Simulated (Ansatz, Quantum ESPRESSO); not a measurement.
# Complex bands of C, diamond type, lattice constant set to 3.516 Å, part 3 of 3

Aim: how fast states decay in the gap of C, diamond type, lattice constant set to 3.516 Å.

Quantum ESPRESSO 7.5; plane-wave DFT, LDA, GBRV ultrasoft pseudopotentials; cross-check by Ansatz 0.2.0 with PAW datasets.

So far. Step 2 (SCF with pw.x): The run needed 7 iterations to bring the estimated error under 1e-09 Ry.

### 4. Complex bands with pwcond.x, with ewind = 1.0

Level of this step: complex band structure by pwcond; plane-wave DFT, LDA, GBRV ultrasoft pseudopotentials (Quantum ESPRESSO).

How much does a setting matter? One run is repeated with a change.

Input file cbs.w.in:

```
&inputcond
  outdir = './out'
  prefixl = 'scf'
  band_file = 'cbs.w'
  ikind = 0
  ewind = 1.0
  epsproj = 1e-05
  nz1 = 7
  energy0 = 7.44
  denergy = -0.24
/
4
  0.00000000 0.00000000 1.00000000
  0.50000000 0.00000000 1.00000000
  0.50000000 0.50000000 1.00000000
  0.25000000 0.00000000 1.00000000
40
```

Started as:

```sh
OMP_NUM_THREADS=1 mpirun -n 2 pwcond.x -in cbs.w.in > cbs.w.out
```

Numbers of over 12 decimals in the logs are rounded to 6 here.

Output:

```text
[banner, memory and clock lines left out]
Program PWCOND v.7.5 starts
[citation notice left out]

[...]
./out/scf.save/

     IMPORTANT: XC functional enforced from input :
     Exchange-correlation= PZ
                           (   1   1   0   0   0   0   0)
     Any further DFT definition will be discarded
     Please, verify this is what you really want

     Reading collected, re-writing distributed wavefunctions

===== INPUT FILE containing the left lead =====

     GEOMETRY:

     lattice parameter (alat)  =       4.6982  a.u.
     the volume                =     146.6605 (a.u.)^3
     the cross section         =      22.0732 (a.u.)^2
     l of the unit cell        =       1.4142 (alat)
     number of atoms/cell      =            4
     number of atomic types    =            1

     crystal axes: (cart. coord. in units of alat)
               a(1) = (  1.0000  0.0000  0.0000 )
               a(2) = (  0.0000  1.0000  0.0000 )
               a(3) = (  0.0000  0.0000  1.4142 )

   Cartesian axes

     site n.     atom                  positions (alat units)
          1        C      tau(  1)=(  0.0000  0.0000  1.4142  )
          2        C      tau(  2)=(  0.5000  0.0000  0.3536  )
          3        C      tau(  3)=(  0.5000  0.5000  0.7071  )
          4        C      tau(  4)=(  0.0000  0.5000  1.0607  )

     nr1s                      =           20
     nr2s                      =           20
     nr3s                      =           27
     nr1sx                     =           20
     nr2sx                     =           20
     nr3sx                     =           27
     nr1                       =           24
     nr2                       =           24
     nr3                       =           30
     nr1x                      =           24
     nr2x                      =           24
     nr3x                      =           30

 _______________________________
  Radii of nonlocal spheres:

     type       ibeta     ang. mom.          radius (alat units)
       C          1         0                    0.2804
       C          2         0                    0.2804
       C          3         1                    0.2804
       C          4         1                    0.2804
----- General information -----

----- Complex band structure calculation -----

     nrx                       =           20
     nry                       =           20
     nz1                       =            7

     energy0               =         7.4E+00
     denergy               =        -2.4E-01
     nenergy               =         40
     ecut2d                =         4.0E+01
     ewind                 =         1.0E+00
     epsproj               =         1.0E-05

     number of k_|| points=    4
                       cryst. coord.
        k(    1) = (   0.0000000   0.0000000), wk =   0.2500000
        k(    2) = (   0.5000000   0.0000000), wk =   0.2500000
        k(    3) = (   0.5000000   0.5000000), wk =   0.2500000
        k(    4) = (   0.2500000   0.0000000), wk =   0.2500000
----- Information about left lead -----

     nocros                   =            8
     noins                    =           24
     norb                     =           40
     norbf                    =           40
     nrz                      =           27

      iorb      type   ibeta   ang. mom.   m       position (alat)
        1        1       1        0        1   taunew(   1)=(  0.0000  0.0000  0.0000)
        2        1       2        0        1   taunew(   2)=(  0.0000  0.0000  0.0000)
[...]
40        1       4        1        3   taunew(  40)=(  0.0000  0.0000  1.4142)
    k slab    z(k)  z(k+1)     crossing(iorb=1,norb)
    1   0.0000 0.0524 0.0524   1111111100000000000000000000000000000000
    2   0.0524 0.1048 0.0524   1111111111111111000000000000000000000000
[...]
27   1.3618 1.4142 0.0524   0000000000000000000000000000000011111111
 ngper, shell number =           69          13
 ngper, n2d =           69          44
---  E-Ef =    7.4400000  k =    0.0000000   0.0000000
---  ie =          1  ik =          1
 Nchannels of the left tip =            3
 Right moving states:
   k1(2pi/a)   k2(2pi/a)   E-Ef (eV)
   0.2108881  -0.0000000   7.4400000
   0.2109068  -0.0000000   7.4400000
   0.3039947   0.0000000   7.4400000
 Left moving states:
   k1(2pi/a)   k2(2pi/a)   E-Ef (eV)
  -0.2108881  -0.0000000   7.4400000
  -0.2109068  -0.0000000   7.4400000
  -0.3039947   0.0000000   7.4400000

---  E-Ef =    7.2000000  k =    0.0000000   0.0000000
---  ie =          2  ik =          1
 Nchannels of the left tip =            3
 Right moving states:
   k1(2pi/a)   k2(2pi/a)   E-Ef (eV)
   0.1930239  -0.0000000   7.2000000
   0.1930454  -0.0000000   7.2000000
   0.2848513   0.0000000   7.2000000
 Left moving states:
   k1(2pi/a)   k2(2pi/a)   E-Ef (eV)
  -0.1930239  -0.0000000   7.2000000
  -0.1930454  -0.0000000   7.2000000
  -0.2848513   0.0000000   7.2000000
[... further energies and points left out ...]
---  E-Ef =   -1.6800000  k =    0.2500000   0.0000000
---  ie =         39  ik =          4
 Nchannels of the left tip =            1
 Right moving states:
   k1(2pi/a)   k2(2pi/a)   E-Ef (eV)
  -0.2309815  -0.0000000  -1.6800000
 Left moving states:
   k1(2pi/a)   k2(2pi/a)   E-Ef (eV)
   0.2309815  -0.0000000  -1.6800000

---  E-Ef =   -1.9200000  k =    0.2500000   0.0000000
---  ie =         40  ik =          4
 Nchannels of the left tip =            3
 Right moving states:
   k1(2pi/a)   k2(2pi/a)   E-Ef (eV)
   0.2122790  -0.0000000  -1.9200000
  -0.2653945   0.0000000  -1.9200000
  -0.3356441  -0.0000000  -1.9200000
 Left moving states:
   k1(2pi/a)   k2(2pi/a)   E-Ef (eV)
  -0.2122790  -0.0000000  -1.9200000
   0.2653945  -0.0000000  -1.9200000
   0.3356441   0.0000000  -1.9200000

[...]
```

Wall time 8.3 s (2 MPI ranks of AMD EPYC 9R45, shared host); peak memory 0.11 GiB; 16 s of CPU time.

The changed values were drawn from a wide range, not chosen for quality; the comparison shows what they did here together.

Beside the run it was changed from:

```tsv
quantity	this run	unchanged run	difference
peak of the smallest κ at the zone centre (Å⁻¹)	0.309	0.309	0
wall time (s)	8.3	12
```

The physical values in this table stay within 0.05 %.

### 5. Cross-check with Ansatz

A second code with its own PAW datasets, on the same atoms.

Level of this step: plane-wave DFT, LDA, Ansatz PAW (Ansatz 0.2.0).

Input file input.yaml:

```yaml
crystal:
  lattice:
    - [2.4861874427, 0.0, 0.0]
    - [0.0, 2.4861874427, 0.0]
    - [0.0, 0.0, 3.516]
  atoms:
    - { symbol: C, position: [0.0, 0.0, 0.0] }
    - { symbol: C, position: [0.5, 0.0, 0.25] }
    - { symbol: C, position: [0.5, 0.5, 0.5] }
    - { symbol: C, position: [0.0, 0.5, 0.75] }
kpoints:
  mp_grid: { grid: [10, 10, 8] }
hamiltonian:
  xc: lda
scf:
  occupations: { method: fixed }
  convergence: { dr2_threshold: 1.0e-09 }
output:
  transmission:
    leads: [[0, 0]]
    kpoints: [[0, 0], [0.5, 0], [0.5, 0.5], [0.25, 0]]
    e_range: [-1.92, 7.44]
    de: 0.24
```

Started as:

```sh
ansatz run input.yaml --threads 2 --pin off --max-ram 4096MiB --backend cpu --events-out ev --progress --plain --runs-dir out
```

Output:

```text
Engine: ansatz 0.2.0, x86_64-unknown-linux-gnu
Pseudopotentials: kind: paw
Pseudopotential: C, paw, valence charge 4, recommended cutoff 420 eV (normal), C.paw.azcp
Functional definition: SPW92
  exchange = slater_x
  correlation = pw_c
Crystal: 4 atoms, lattice volume = 21.733 Å³
Basis set: ecut = 420 eV, 403 PW (Γ)
Bands: 12, of which v1, the nominal top of the filled ones, is band 8 counted from 1 (7 counted from 0)
Symmetry: 32 space group operations
Space group: Fd-3m (ITA 227), of the structure as read, at distance tolerance 2.8e-5 Å
k-points: 105 of 800
Non-local potential: C, projectors of the file, l = 0: 2, l = 1: 2, l = 2: 1
PAW form: soft (Blöchl's): semilocal exchange-correlation on the pseudo side does not see the compensation charge
PAW frozen core: C, regenerated for the run's functional, and the local potential with it (the file was generated under x = pbe(κ = 0.804, μ = 0.219515), c = pbe(β = 0.066725))
PAW one-centre angular grid: C, 110 points (default); XC on 64 Gauss nodes
Initial density: superposition of atomic densities (neutral atoms: chi_scale 0, normalization atom), corrected by the library's trained network
Initial wavefunctions: pseudopotential atomic-orbital guess
Functional: x = slater, c = lda
SCF iter   1: F=—  HF=-971.966078 eV  |F-HF|=—  |Δ(HF+E_count)|=         —  Δρ=7.66e-3  dr2=4.95e-3  ethr=1.77e-3  ⟨swp⟩=4.1  Hψ=6339  notcnv=0  defer=159
preconditioner: auto → none  [insulator: Δε(μ)=4.193 eV  Ē_g=17.499 eV  n_scr=6 (ndim 8)  ℏωp=31.9 eV  f_vac=0.000  ε∞_Penn≈4.3]
SCF iter   2: F=—  HF=-971.964784 eV  |F-HF|=—  |Δ(HF+E_count)|=   1.29e-3  Δρ=3.62e-3  dr2=1.03e-3  ethr=3.09e-5  ⟨swp⟩=1.5  Hψ=2192  notcnv=0  defer=159
SCF iter   3: F=—  HF=-971.964497 eV  |F-HF|=—  |Δ(HF+E_count)|=   2.88e-4  Δρ=1.08e-4  dr2=1.21e-6  ethr=6.43e-6  ⟨swp⟩=1.5  Hψ=1353  notcnv=0  defer=180
SCF iter   4: F=—  HF=-971.964500 eV  |F-HF|=—  |Δ(HF+E_count)|=   3.08e-6  Δρ=2.62e-5  dr2=5.72e-8  ethr=7.57e-9  ⟨swp⟩=2.1  Hψ=2080  notcnv=0  defer=17
SCF iter   5: F=—  HF=-971.964500 eV  |F-HF|=—  |Δ(HF+E_count)|=   4.98e-9  Δρ=1.08e-5  dr2=1.64e-8  ethr=3.57e-10  ⟨swp⟩=2.0  Hψ=2100  notcnv=0  defer=16
SCF iter   6: F=—  HF=-971.964500 eV  |F-HF|=—  |Δ(HF+E_count)|=   4.96e-9  Δρ=4.02e-6  dr2=2.38e-9  ethr=1.02e-10  ⟨swp⟩=2.0  Hψ=2070  notcnv=0  defer=16
SCF iter   7: F=-971.964500 eV  HF=-971.964500 eV  |F-HF|=2.88e-11  |Δ(HF+E_count)|=  8.50e-10  Δρ=6.20e-7  dr2=5.51e-11  ethr=6.25e-12  ⟨swp⟩=3.7  Hψ=4197  notcnv=0
SCF 1 converged in 7 iterations: F = -971.964500 eV  dr2 = 5.51e-11
  greatest PAW one-centre occupation: 0.643 electrons in one spin orbital (limit 2), on the C atom at site 3 (counted from 0), in its partial waves of l = 0
transmission: 5 of 20 steps passed
transmission: 10 of 20 steps passed
transmission: 15 of 20 steps passed
transmission: 20 of 20 steps passed
SCF converged after 7 iterations
Free energy (F): -971.964500 eV
Harris-Foulkes:  -971.964500 eV  (|F-HF|=2.88e-11)
Internal energy: -971.964500 eV  (E = F + TS)
E sigma→0 (E₀):  -971.964500 eV
Fermi energy:    13.849519 eV
--- Per-component energies (eV) ---
  E_band       = 74.738896
  E_kinetic    = 374.917293
  E_local      = -242.531909  (includes V_loc(G=0)·N_el)
  E_nonlocal   = 111.932737
  E_hartree    = 51.961820
  E_xc         = -194.921981
  E_vxc        = -242.713750  (∫ρ·V_xc dr)
  E_paw        = -367.608119  (= ΣΔE_a)
  E_vpaw       = -30.789056  (= ΣTr[D̂ρ^β])
  E_aug_tail   = 0.000036  (compensation charges beyond the density's cutoff)
  E_ewald      = -705.965707
  E_core_change = 0.251330  (= ΣΔE_core)
  E_smearing   = -0.000000  (= −TS)
  E_closure    = -0.000000  (closes the sum)
  Σ components = -971.964500   (vs F -971.964500, Δ=0.00e0)
--- Band table (eV; the first three rows and the last of 105) ---
  k-point 0: bands = [... 4 lower, 7.2811, 13.8495, 13.8495, 13.8495, 18.6584, 18.6584, 19.5112, 19.5112]
  k-point 1: bands = [... 4 lower, 7.4274, 13.2650, 13.2650, 13.5085, 18.2151, 19.3978, 19.4429, 20.2191]
  k-point 2: bands = [... 4 lower, 7.8620, 12.0374, 12.0374, 12.5611, 18.0566, 19.1061, 20.6278, 21.8170]
  k-point 104: bands = [... 4 lower, 5.1067, 5.1067, 5.1067, 5.1067, 24.4904, 24.4904, 24.4904, 24.4904]
--- Transmission ---
  basis      : 57 plane waves across, 5 finite elements along
  points     : 4, as listed
  energies   : 40 from -1.920000 to 7.440000 eV about the Fermi level, 0.240000 eV apart; the leads are filled to 2.103526 eV, and channels, transmission and decay are at 2.160000 eV
  crystal 0  : C4, at the sites [0, 0], period 3.5160 Å: whole cells are its period
    offset         : up to 0.0000 Å between an atom of the period and one for which it stands
    channels       : 0.000000e0 a spin
    conductance    : none, the energies end too early or step too widely for 300 K: set another output.transmission.e_range or a lower de, or, where they end at an eighth of basis.ecutwfc, a higher one
    slowest decay  : 0.3037 /Å at (0.0000, 0.0000)
```

Run time: 1.2 s. Hardware: 2 threads; peak memory 0.33 GiB; 2.3 s of CPU time.

This step gave:

```
free energy                                      : -971.9645 eV
gap by band count                                : 4.207 eV
symmetry operations                              : 32
slowest decay at the grid energy nearest mid-gap : 0.3037 Å⁻¹
peak of the smallest κ at the zone centre        : 0.3094 Å⁻¹
peak of the smallest κ at (1/4, 0)               : 0.5386 Å⁻¹
valence top, on the run's zero                   : 13.85 eV
```

K across = (0, 0) in the cell's reciprocal vectors; values within 0.0025 1/Å of each other count once, columns are sorted by size at each energy, a dash where no further value was kept. Table of Im kz of the slowest decaying states by energy, zero at the highest filled level of the SCF mesh:

```tsv
energy (eV)	decay 1 (Å⁻¹)	decay 2 (Å⁻¹)	decay 3 (Å⁻¹)
-1.92	-	-	-
-1.68	-	-	-
-1.20	1.46	-	-
-0.96	1.42	-	-
-0.72	1.39	-	-
-0.24	1.32	-	-
0.00	0.0231	0.0343	1.29
0.24	0.133	0.188	1.25
0.72	0.215	0.318	1.17
0.96	0.240	0.364	1.13
1.20	0.260	0.403	1.09
1.68	0.288	0.469	1.01
1.92	0.297	0.496	0.960
2.16	0.304	0.522	0.910
2.64	0.309	0.566	0.802
2.88	0.309	0.586	0.741
3.36	0.301	0.597	0.620
3.60	0.294	0.508	0.635
3.84	0.285	0.397	0.649
4.32	0.257	0.674	-
4.56	0.239	0.684	-
4.80	0.216	0.694	-
5.28	0.150	0.711	-
5.52	0.0918	0.718	-
5.76	0.209	0.724	-
6.24	0.465	0.734	-
6.48	0.537	0.738	-
6.72	0.593	0.741	-
7.20	0.677	0.745	-
7.44	0.710	0.746	-
```

K across = (0, 0) in the cell's reciprocal vectors. Table of Re kz of states that move upwards by energy, zero at the highest filled level of the SCF mesh:

```tsv
energy (eV)	channel 1 (Å⁻¹)	channel 2 (Å⁻¹)	channel 3 (Å⁻¹)
-1.92	-0.554	-0.464	-0.464
-1.68	-0.515	-0.424	-0.424
-1.20	-0.430	-0.341	-0.341
-0.96	-0.382	-0.297	-0.297
-0.72	-0.328	-0.251	-0.251
-0.24	-0.185	-0.136	-0.136
0.00	-	-	-
0.24	-	-	-
0.72	-	-	-
0.96	-	-	-
1.20	-	-	-
1.68	-	-	-
1.92	-	-	-
2.16	-	-	-
2.64	-	-	-
2.88	-	-	-
3.36	-	-	-
3.60	-	-	-
3.84	-	-	-
4.32	-0.260	0.720	-
4.56	-0.869	-0.105	-
4.80	-0.717	-0.00301	-
5.28	-0.430	0.146	-
5.52	-0.249	0.206	-
5.76	0.0817	0.0817	0.260
6.24	0.201	0.201	0.355
6.48	0.243	0.243	0.398
6.72	0.281	0.281	0.438
7.20	0.349	0.349	0.511
7.44	0.381	0.381	0.545
```

K across = (1/2, 0) in the cell's reciprocal vectors; values within 0.0025 1/Å of each other count once, columns are sorted by size at each energy, a dash where no further value was kept. The Im kz of the slowest decaying states by energy, zero at the highest filled level of the SCF mesh:

```tsv
energy (eV)	decay 1 (Å⁻¹)	decay 2 (Å⁻¹)	decay 3 (Å⁻¹)
-1.92	0.295	0.775	-
-1.68	0.325	0.815	-
-1.20	0.375	0.870	-
-0.96	0.397	0.888	-
-0.72	0.416	0.903	-
-0.24	0.449	0.923	-
0.00	0.463	0.929	-
0.24	0.476	0.933	-
0.72	0.499	0.937	-
0.96	0.509	0.936	-
1.20	0.518	0.934	-
1.68	0.534	0.927	-
1.92	0.540	0.921	-
2.16	0.546	0.915	-
2.64	0.554	0.899	1.49
2.88	0.558	0.890	1.46
3.36	0.562	0.868	1.40
3.60	0.563	0.856	1.36
3.84	0.563	0.843	1.33
4.32	0.560	0.814	1.26
4.56	0.558	0.798	1.22
4.80	0.554	0.781	1.18
5.28	0.545	0.743	1.10
5.52	0.538	0.722	1.06
5.76	0.530	0.699	1.01
6.24	0.511	0.649	0.915
6.48	0.498	0.621	0.862
6.72	0.485	0.590	0.804
7.20	0.451	0.519	0.667
7.44	0.429	0.477	0.581
```

K across = (1/2, 1/2) in the cell's reciprocal vectors; values within 0.0025 1/Å of each other count once, columns are sorted by size at each energy, a dash where no further value was kept. Im kz of the slowest decaying states against energy, zero at the highest filled level of the SCF mesh:

```tsv
energy (eV)	Im kz of the slowest decaying states (Å⁻¹)
-1.92	0.531
-1.68	0.531
-1.44	0.531
-1.20	0.530
-0.96	0.528
-0.72	0.525
-0.48	0.521
-0.24	0.516
0.00	0.511
0.24	0.504
0.72	0.489
0.96	0.480
1.20	0.470
1.44	0.459
1.68	0.447
1.92	0.434
2.16	0.420
2.40	0.405
2.64	0.388
2.88	0.369
3.12	0.348
3.36	0.325
3.60	0.300
3.84	0.271
4.08	0.237
4.32	0.195
4.56	0.140
4.80	0.0260
5.28	-
5.52	-
5.76	-
6.00	-
6.24	-
6.48	-
6.72	-
6.96	-
7.20	-
7.44	-
```

K across = (1/4, 0) in the cell's reciprocal vectors; values within 0.0025 1/Å of each other count once, columns are sorted by size at each energy, a dash where no further value was kept. Im kz of the slowest decaying states against energy, zero at the highest filled level of the SCF mesh:

```tsv
energy (eV)	decay 1 (Å⁻¹)	decay 2 (Å⁻¹)	decay 3 (Å⁻¹)
-1.92	-	-	-
-1.68	0.113	-	-
-1.44	0.191	-	-
-1.20	0.242	-	-
-0.96	0.283	-	-
-0.72	0.106	0.317	-
-0.48	0.218	0.346	-
-0.24	0.284	0.371	1.49
0.00	0.334	0.394	1.46
0.24	0.373	0.414	1.43
0.72	0.433	0.448	1.37
0.96	0.456	0.463	1.33
1.20	0.476	1.30	-
1.44	0.487	0.492	1.27
1.68	0.498	0.506	1.23
1.92	0.507	0.517	1.20
2.16	0.515	0.526	1.16
2.40	0.522	0.533	1.12
2.64	0.528	0.538	1.08
2.88	0.532	0.541	1.04
3.12	0.536	0.542	1.000
3.36	0.539	0.956	1.43
3.60	0.538	0.540	0.910
3.84	0.532	0.541	0.861
4.08	0.525	0.540	0.809
4.32	0.515	0.539	0.753
4.56	0.502	0.536	0.691
4.80	0.487	0.532	0.621
5.28	0.441	0.446	0.520
5.52	0.307	0.419	0.512
5.76	0.388	0.503	1.25
6.00	0.349	0.492	1.23
6.24	0.302	0.479	1.21
6.48	0.240	0.464	1.20
6.72	0.145	0.446	1.18
6.96	0.425	1.16	1.26
7.20	0.401	1.15	1.21
7.44	0.371	1.14	1.17
```

### 6. The arithmetic

T falls as exp(−2κd). With κ = 0.302 1/Å, 10 Å of barrier pass exp(−2 × 0.302 × 10) = 0.0024 of that channel, interfaces aside.

### 7. Summary of results

```
gap on the SCF mesh                                                  : 4.22 eV
smallest κ at mid-gap among the four k points, at the zone centre    : 0.302 Å⁻¹
peak of the smallest κ in the stop band at the zone centre           : 0.309 Å⁻¹
peak of the smallest κ in the stop band at (1/4, 0)                  : 0.539 Å⁻¹
energy of the peak at the zone centre, over the highest filled level : 2.64 eV
peak at the zone centre by Ansatz                                    : 0.309 Å⁻¹
```

In words: With a gap of 4.22 eV on the mesh, the smallest κ at mid-gap among the four k points, at the zone centre is 0.302 Å⁻¹ (LDA, GBRV ultrasoft). For a barrier with the Fermi level at mid-gap the slowest state found, at the zone centre, loses a factor of ten in probability every 3.8 Å or so. Stop bands away from the zone centre are mostly wider than the gap, so their peaks can lie above the conduction bottom. At the zone centre pwcond's peak is 0.309 and Ansatz's 0.309 1/Å, 0 % apart. The cell is the a/√2 one, turned by 45°, with two primitive cells, so X along [001] folds onto kz = 0. A semilocal gap is too small, often by a third to a half and by more in narrow-gap crystals, so real barriers decay faster.

[Logs are printed without paths, hosts, clocks, repeated set-up lines and the standing remarks that a program may print on its own settings, such as how far it seeks lower states.]

[Hosts, paths, dates, database ids (printed as entryN), source tags and the programs' standing remarks are cut or masked in the printed files.]

[Maps of the electrostatic potential energy from Ansatz leave out the sawtooth potential of an applied field or a dipole correction, so their vacuum need not be flat; planar profiles and work functions include it.]
